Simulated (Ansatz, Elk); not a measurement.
**Bonding as seen by X-rays: Cu5Si**

Structure refinements treat a crystal as free atoms side by side. For a made-up structure of Cu5Si (cell and positions from a PBE relaxation) the runs below show what the calculated density changes in F(hkl).

Method: DFT, PBE, all-electron APW+lo, Dirac cores, scalar-relativistic bands, static density, no spin, in Elk 11.2.3 (patched build).

The structure was built from a prototype and need not be the compound's stable phase.

### Step 1. The structure

The structure is trigonal, space group R32 (No. 155). The conventional cell has a = 4.445 Å, b = 4.445 Å, c = 12.608 Å, α = 90.00°, β = 90.00°, γ = 120.00°. Nearest to Cu lie 10 Cu at 2.55 to 2.60 Å and 2 Si at 2.57 Å. Nearest to Cu lie 3 Si at 2.57 Å and 9 Cu at 2.57 to 2.58 Å. Nearest to Si lie 12 Cu at 2.57 Å. Farther neighbours are not listed.

### Step 2. Ground state and structure factors

An all-electron density is needed, since X-rays see the cores too. Task 0 finds the density and task 195 Fourier-transforms it; tshift is off so that phases refer to the origin typed.

Contents of elk.in:

```
tasks
  0
  195

xctype
  20

spinpol
  .false.

rgkmax
  7.0

gmaxvr
  14.0

lmaxo
  7

lmaxapw
  8

swidth
  0.002

tshift
  .false.

ramdisk
  .false.

hmaxvr
  5.5

maxscl
  120

epspot
  1e-06

sppath
  './'

avec
  4.19969459717 2.42469480650 7.94189306371
  -4.19969459717 2.42469480650 7.94189306371
  0.00000000000 -4.84938961206 7.94189306400

atoms
  2
  'Cu.in'
  5
  0.1627851855 0.8372148145 0.5000000000   0.000000 0.000000 0.000000
  0.8372148145 0.5000000000 0.1627851855   0.000000 0.000000 0.000000
  0.5000000000 0.1627851855 0.8372148145   0.000000 0.000000 0.000000
  0.3344049046 0.3344049046 0.3344049046   0.000000 0.000000 0.000000
  0.6655950954 0.6655950954 0.6655950954   0.000000 0.000000 0.000000
  'Si.in'
  1
  0.0000000000 -0.0000000000 0.0000000000   0.000000 0.000000 0.000000

ngridk
  6 6 6
```

Command:

```console
$ OMP_NUM_THREADS=4 elk
```

Numbers of over 12 decimals in the logs are rounded to 6 here.

Output:

```text
┌─────────────────────────┐
│ Elk code version 11.2.3 │
└─────────────────────────┘

All units are atomic (Hartree, Bohr, etc.)

┌─────────────────────────────────────────────────┐
│ Ground-state run starting from atomic densities │
└─────────────────────────────────────────────────┘

Lattice vectors :
   4.199694597       2.424694806       7.941893064
  -4.199694597       2.424694806       7.941893064
   0.000000000      -4.849389612       7.941893064

Reciprocal lattice vectors :
  0.7480526455      0.4318883962      0.2637148455
 -0.7480526455      0.4318883962      0.2637148455
 -0.4799683123E-17 -0.8637767925      0.2637148455

Unit cell volume      :    485.2327187
Brillouin zone volume :   0.5111984495

Muffin-tin inner radius fraction :   0.1000000000E-01

Nuclei treated as point charges

Species : 1 (Cu)
 parameters loaded from : Cu.in
 name : copper
 nuclear charge    :   -29.00000000
 electronic charge :    29.00000000
 atomic mass :    115837.2717
 muffin-tin radius :    2.385701704
 number of radial points in muffin-tin :    993
 inner part over the whole radius :   0.9910501084E-02
 number on inner part of muffin-tin    :    701
 approximate nuclear radius :   0.7406004541E-04
 number of mesh points to nuclear radius :    336
 atomic positions (lattice), magnetic fields (Cartesian) :
  1 :   0.16278519  0.83721481  0.50000000    0.00000000  0.00000000  0.00000000
  2 :   0.83721481  0.50000000  0.16278519    0.00000000  0.00000000  0.00000000
  3 :   0.50000000  0.16278519  0.83721481    0.00000000  0.00000000  0.00000000
  4 :   0.33440490  0.33440490  0.33440490    0.00000000  0.00000000  0.00000000
  5 :   0.66559510  0.66559510  0.66559510    0.00000000  0.00000000  0.00000000

Species : 2 (Si)
 parameters loaded from : Si.in
 name : silicon
 nuclear charge    :   -14.00000000
 electronic charge :    14.00000000
 atomic mass :    51196.73458
 muffin-tin radius :    2.200000000
 number of radial points in muffin-tin :    793
 inner part over the whole radius :   0.9899632250E-02
 number on inner part of muffin-tin    :    553
 approximate nuclear radius :   0.5963282101E-04
 number of mesh points to nuclear radius :    246
 atomic positions (lattice), magnetic fields (Cartesian) :
  1 :   0.00000000  0.00000000  0.00000000    0.00000000  0.00000000  0.00000000

Total number of atoms per unit cell :    6
Total muffin-tin volume :    328.9874673
 ratio of muffin-tin to unit cell volume :   0.6779993489

Spin treatment :
 spin-unpolarised

Number of Bravais lattice symmetries :   12
Number of crystal symmetries         :    6
Crystal has no inversion symmetry
Complex Hermitian eigensolver will be used

k-point grid :      6     6     6
k-point offset :    0.000000000       0.000000000       0.000000000
k-point set is reduced with full crystal symmetry group
Total number of k-points :       44

Muffin-tin radius times maximum |G+k| :    7.000000000
 using average radius
Maximum |G+k| for APW functions       :    2.972712933
Maximum (1/2)|G+k|²                   :    4.418511092
Maximum |G| for potential and density :    14.00000000
Constant for pseudocharge density :    8
 order of it for each species :   15  15
 order of it for pair densities of each species (exact exchange by exxq0 0: 16) :   10   8
Radial integration step length :    1

G-vector grid sizes :     42    42    42
Number of G-vectors :    22499

Maximum angular momentum used for
 APW functions            :    8
 outer part of muffin-tin :    7
 inner part of muffin-tin :    2

Total nuclear charge    :   -159.0000000
Total core charge       :    70.00000000
Total valence charge    :    89.00000000
Total excess charge     :    0.000000000
Total electronic charge :    159.0000000

Effective Wigner radius, rₛ :   0.8998182168

Number of empty states         :     24
Total number of valence states :     69
Total number of core states    :     70

Third-order local-orbitals added for an l without core states : T
Total number of local-orbitals :    114

[...]
xc potential                :     -396.94954795934
 exchange                    :     -347.60330258880
 correlation                 :     -7.568455
 electron entropic           :    -0.12222789253819E-02
 total energy                :     -8565.0897986715

Density of states at Fermi energy :    94.03253443
 (states/Hartree/unit cell)

Estimated indirect band gap :   0.2969961192E-03
 from k-point 16 to k-point 40
Estimated direct band gap   :   0.9114304758E-02
 at k-point 35

Charges :
 core                        :    70.00000000
 valence                     :    89.00000000
 interstitial                :    6.399512183
 muffin-tins (core leakage)
  species : 1 (Cu)
[...]
species : 2 (Si)
[...]
total in muffin-tins        :    152.6004878
 total calculated charge     :    158.9973370
 total charge                :    159.0000000
 error                       :   0.2663030206E-02

RMS change in Kohn-Sham potential (target) :   0.5570840658     (  0.1000000000E-05)
Absolute change in total energy (target)   :   0.4344774744     (  0.1000000000E-03)

[... loops 3 to 16 left out ...]

┌──────────────────┐
│ Loop number : 17 │
└──────────────────┘

Energies :
 Fermi                       :     0.280127
 sum of occupied eigenvalues :     -4893.3035632629
 electron kinetic            :      8707.6250353512
 core electron kinetic       :      7779.0535548724
 Coulomb                     :     -16913.693008156
 Coulomb potential           :     -13134.389825857
 nuclear-nuclear             :     -1436.0428963117
 electron-nuclear            :     -17872.228228852
 Hartree                     :      2394.5781170074
 Madelung                    :     -10346.498095227
 xc potential                :     -466.53877275664
 exchange                    :     -351.53424893639
 correlation                 :     -7.582174
 electron entropic           :    -0.12339843949002E-02
 total energy                :     -8565.1856295229

Density of states at Fermi energy :    103.1749268
 (states/Hartree/unit cell)

Estimated indirect band gap :   0.7325174151E-03
 from k-point 28 to k-point 34
Estimated direct band gap   :   0.7143596963E-02
 at k-point 30

Charges :
 core                        :    70.00000000
 valence                     :    89.00000000
 interstitial                :    5.292214241
 muffin-tins (core leakage)
  species : 1 (Cu)
[...]
species : 2 (Si)
[...]
total in muffin-tins        :    153.7077858
 total calculated charge     :    158.9974542
 total charge                :    159.0000000
 error                       :   0.2545774789E-02

RMS change in Kohn-Sham potential (target) :   0.8622601006E-06 (  0.1000000000E-05)
Absolute change in total energy (target)   :   0.2002965084E-04 (  0.1000000000E-03)

Convergence targets achieved

┌──────────────────┐
│ Loop number : 18 │
└──────────────────┘

Energies :
 Fermi                       :     0.280127
 sum of occupied eigenvalues :     -4893.3035334905
 electron kinetic            :      8707.6249966398
 core electron kinetic       :      7779.0535670549
 Coulomb                     :     -16913.692936487
 Coulomb potential           :     -13134.389847808
 nuclear-nuclear             :     -1436.0428963117
 electron-nuclear            :     -17872.228065332
 Hartree                     :      2394.5780251574
 Madelung                    :     -10346.498012583
 xc potential                :     -466.53868232264
 exchange                    :     -351.53424359005
 correlation                 :     -7.582174
 electron entropic           :    -0.12339845421939E-02
 total energy                :     -8565.1855911783

Density of states at Fermi energy :    103.1749384
 (states/Hartree/unit cell)

Estimated indirect band gap :   0.7325169241E-03
 from k-point 28 to k-point 34
Estimated direct band gap   :   0.7143586161E-02
 at k-point 30

Charges :
 core                        :    70.00000000
 valence                     :    89.00000000
 interstitial                :    5.292215166
 muffin-tins (core leakage)
  species : 1 (Cu)
[...]
atom 4                    :    28.31241589     (  0.1724972079E-03)
   atom 5                    :    28.31241589     (  0.1724972079E-03)
  species : 2 (Si)
   atom 1                    :    12.17568414     (  0.1311720344E-02)
 total in muffin-tins        :    153.7077848
 total calculated charge     :    158.9974542
 total charge                :    159.0000000
 error                       :   0.2545774729E-02

┌──────────────────────────────┐
│ Self-consistent loop stopped │
└──────────────────────────────┘

Warning : core states of species 1 leak from the muffin-tin :   0.1724972079E-03

Warning : core states of species 2 leak from the muffin-tin :   0.1311720344E-02

Wrote STATE.OUT
```

The job ended after 51 s (4 threads of Arm Neoverse V2, shared host; peak memory 0.19 GiB).

SFACRHO.OUT:

```text

h k l indices transformed by vhmat matrix:
   1.000000000       0.000000000       0.000000000    
   0.000000000       1.000000000       0.000000000    
   0.000000000       0.000000000       1.000000000    

      h      k      l  multipl.   |H|            Re(F)            Im(F)           |F|

      0      0      0      1   0.0000000       159.00000      0.79467520E-18   159.00000    
      1      1      1      2  0.79114454      -14.697474      0.52961508E-13   14.697474    
      1      0      0      6  0.90313668      -13.727245      0.16075241E-12   13.727245    
      0     -1     -1      6   1.0120733      -14.777113      0.78112285E-13   14.777113    
     -1     -2     -1      6   1.3633923      -15.504328     -0.53552471E-12   15.504328    
      1      0     -1      3   1.4961053       20.340568      -57.834204       61.306883    
      1     -1      0      3   1.4961053       20.340568       57.834204       61.306883    
      1      2      2      6   1.5763085      -10.634495     -0.11493085E-12   10.634495    
     -2     -2     -2      2   1.5822891       117.85662      0.46598401E-12   117.85662    
      0     -1     -2      6   1.6924068       82.804767       54.984305       99.397703    
      0     -2     -1      6   1.6924068       82.804767      -54.984305       99.397703    
      1     -1      1      6   1.7475660      -14.329223     -0.36471421E-12   14.329223    
      0      2      0      6   1.8062734      -9.8467583      0.19117633E-13   9.8467583    
      2      2      0      6   2.0241467      -10.592657      0.40432072E-13   10.592657    
     -2     -3     -2      6   2.0380974      -12.047441     -0.90802483E-12   12.047441    
     -1     -3     -1      6   2.1732647      -11.353717     -0.10550419E-11   11.353717    
      1      3      2      6   2.1776064       17.213986      -48.571337       51.531506    
     -1     -3     -2      6   2.1776064       17.213986       48.571337       51.531506
```

Elk indexes on the primitive cell of elk.in and gives |H| = 4π sin θ/λ in inverse bohr. Below, one row stands for each form hkl of the conventional cell (m members, Friedel mates merged), F is for one primitive cell and the density is static (no thermal factor). Free-atom factors are Waasmaier and Kirfel's, and R is Σm||F|−|F'||/Σm|F|.

```
hkl   m  sin θ/λ (Å⁻¹)  abs F, DFT  neutral atoms   diff.  abs of complex diff.
003   2          0.119      14.697         14.872  -0.174                 0.174
101   6          0.136      13.727         13.950  -0.223                 0.223
012   6          0.152      14.777         15.037  -0.260                 0.260
104   6          0.205      15.504         15.833  -0.329                 0.329
110   6          0.225      61.307         62.228  -0.921                 0.925
015   6          0.237      10.634         10.890  -0.256                 0.256
006   2          0.238     117.857        119.704  -1.847                 1.847
113  12          0.255      99.398        101.010  -1.612                 1.612
021   6          0.263      14.329         14.607  -0.277                 0.277
202   6          0.272       9.847         10.053  -0.207                 0.207
024   6          0.304      10.593         10.761  -0.169                 0.169
107   6          0.306      12.047         12.243  -0.196                 0.196
205   6          0.327      11.354         11.495  -0.142                 0.142
116  12          0.328      51.531         52.063  -0.531                 0.532
018   6          0.343       9.508          9.633  -0.125                 0.125
211  12          0.346      11.129         11.267  -0.138                 0.139
122  12          0.353       9.683          9.798  -0.115                 0.115
009   2          0.357      10.241         10.334  -0.093                 0.093
```

### Step 3. The highest occupied states alone

An energy window below the Fermi level keeps the highest occupied states, to see at which angles they scatter; shallow core shells can lie inside it and anion s states outside. No new self-consistency is needed.

Changes to elk.in since step 2:

```diff
@@ -1,3 +1,2 @@
 tasks
-  0
   195
@@ -40,2 +39,5 @@
 
+wsfac
+  -0.160860 0.580130
+
 sppath
```

Command:

```console
$ OMP_NUM_THREADS=4 elk
```

Output:

```text
┌─────────────────────────────────┐
│ Elk code version 11.2.3 started │
└─────────────────────────────────┘

Info(readinput): the functional depends on the density's gradient
 muffin-tin radial points multiplied by    2.00000
 (not where nrmtscf is given)

┌────────────────────┐
│ Current task : 195 │
└────────────────────┘
Info(checkmt): changed muffin-tin radius of species 1 (Cu) from   2.4000 to   2.3857

Info(sfacrho): density structure factors written to SFACRHO.OUT

 Energy window :  -0.1608600000      0.5801300000

┌──────────────────┐
│ Elk code stopped │
└──────────────────┘
```

It took 7.4 s on 4 threads; peak memory 0.16 GiB; 12 s of CPU time.

States within 12 eV below the Fermi level hold 59.00 electrons; any levels below the window count with the cores. Their amplitudes can exceed the total, where window and core parts have opposite phase:

```
hkl  sin θ/λ (Å⁻¹)  abs F, window  abs F, all
003          0.119          6.949      14.697
101          0.136          6.585      13.727
012          0.152          6.871      14.777
104          0.205          6.764      15.504
110          0.225         16.262      61.307
015          0.237          5.156      10.634
006          0.238         29.291     117.857
113          0.255         23.903      99.398
021          0.263          5.896      14.329
202          0.272          4.671       9.847
```

### Step 4. Another functional

The difference from free atoms is small, so it is set against the change that LDA (Perdew-Wang) makes.

Changes to elk.in since step 3:

```diff
@@ -1,2 +1,3 @@
 tasks
+  0
   195
@@ -4,3 +5,3 @@
 xctype
-  20
+  3
 
@@ -39,5 +40,2 @@
 
-wsfac
-  -0.160860 0.580130
-
 sppath
```

Command:

```console
$ OMP_NUM_THREADS=4 elk
```

Output:

```text
┌─────────────────────────┐
│ Elk code version 11.2.3 │
└─────────────────────────┘

All units are atomic (Hartree, Bohr, etc.)

┌─────────────────────────────────────────────────┐
│ Ground-state run starting from atomic densities │
└─────────────────────────────────────────────────┘

Lattice vectors :
   4.199694597       2.424694806       7.941893064
  -4.199694597       2.424694806       7.941893064
   0.000000000      -4.849389612       7.941893064

Reciprocal lattice vectors :
  0.7480526455      0.4318883962      0.2637148455
[...]
atom 5                    :    28.32656212     (  0.1774359498E-03)
  species : 2 (Si)
   atom 1                    :    12.17351763     (  0.1335734916E-02)
 total in muffin-tins        :    153.7712589
 total calculated charge     :    158.9973861
 total charge                :    159.0000000
 error                       :   0.2613937326E-02

┌──────────────────────────────┐
│ Self-consistent loop stopped │
└──────────────────────────────┘

Warning : core states of species 1 leak from the muffin-tin :   0.1774359498E-03

Warning : core states of species 2 leak from the muffin-tin :   0.1335734916E-02

Wrote STATE.OUT
[key lines of the parts left out:]
total energy                :     -8551.4424007612
```

Elapsed: 35 s, on 4 threads; peak memory 0.16 GiB; 2 min of CPU time.

Against the first run R = 0.08 %; the largest change is -0.093 at 300.

### Step 5. Basis size

The basis and the expansions that go with it are enlarged, to see whether the differences are converged.

Changes to elk.in since step 4:

```diff
@@ -5,3 +5,3 @@
 xctype
-  3
+  20
 
@@ -11,12 +11,12 @@
 rgkmax
-  7.0
+  8.5
 
 gmaxvr
-  14.0
+  18.0
 
 lmaxo
-  7
+  9
 
 lmaxapw
-  8
+  10
```

Command:

```console
$ OMP_NUM_THREADS=4 elk
```

Output:

```text
┌─────────────────────────┐
│ Elk code version 11.2.3 │
└─────────────────────────┘

All units are atomic (Hartree, Bohr, etc.)

┌─────────────────────────────────────────────────┐
│ Ground-state run starting from atomic densities │
└─────────────────────────────────────────────────┘

Lattice vectors :
   4.199694597       2.424694806       7.941893064
  -4.199694597       2.424694806       7.941893064
   0.000000000      -4.849389612       7.941893064

Reciprocal lattice vectors :
  0.7480526455      0.4318883962      0.2637148455
[...]
atom 5                    :    28.31874368     (  0.1725893780E-03)
  species : 2 (Si)
   atom 1                    :    12.17734407     (  0.1312323675E-02)
 total in muffin-tins        :    153.7412283
 total calculated charge     :    158.9977625
 total charge                :    159.0000000
 error                       :   0.2237542007E-02

┌──────────────────────────────┐
│ Self-consistent loop stopped │
└──────────────────────────────┘

Warning : core states of species 1 leak from the muffin-tin :   0.1725893780E-03

Warning : core states of species 2 leak from the muffin-tin :   0.1312323675E-02

Wrote STATE.OUT
[key lines of the parts left out:]
total energy                :     -8565.2083332242
```

Run time: 2.1 min. Hardware: 4 threads; peak memory 0.35 GiB.

Against the first run R = 0.01 %; the largest change is -0.012 at 036.

### Step 6. Settings against the effect

```
                              run  R against the first run (%)  R against neutral atoms, low angle (%)  wall time
                    PBE, rgkmax 7                         0.00                                    1.66       51 s
                LDA (Perdew-Wang)                         0.08                                    1.69       35 s
rgkmax 8.5 with larger expansions                         0.01                                    1.65    2.1 min
```

### Step 7. Summary of results

```
R against neutral atoms, sin θ/λ < 0.3 Å⁻¹ : 1.66 %
R against neutral atoms, 0.3 to 0.82 Å⁻¹   : 0.56 %
```

In words: Independent neutral atoms miss the calculated amplitudes by R = 1.66 % below 0.3 Å⁻¹ and 0.56 % from there to 0.82 Å⁻¹; by shells, 1.51 % below 0.15 Å⁻¹ (2 forms), 1.67 % 0.15 to 0.3 (8 forms), 0.65 % 0.3 to 0.45 (18 forms), 0.54 % above 0.45 (121 forms). Bonding, aspherical density and the tables' own atoms all enter these figures, and the runs don't part them. The largest change of an amplitude is -1.85 electrons, at 006. The window's part falls from 59.0 electrons at the origin to at most 12.52 between 0.45 and 0.82 Å⁻¹, where compact states inside the window still scatter. Below 0.3 Å⁻¹ the changes that finished (LDA (Perdew-Wang) and rgkmax 8.5 with larger expansions) move F by R = 0.04 % at most, against the 1.66 % that separates it from free atoms. The k-mesh has no finished test. These runs have no spin, though d or f shells may be open. Part of the difference isn't bonding: the tables are fits to free atoms and ions calculated by other methods than this functional. Thermal motion, anomalous dispersion and extinction are left out.

[Logs are printed without paths, hosts, clocks, repeated set-up lines and the standing remarks that a program may print on its own settings, such as how far it seeks lower states.]

[Hosts, paths, dates, database ids (printed as entryN), source tags and the programs' standing remarks are cut or masked in the printed files.]
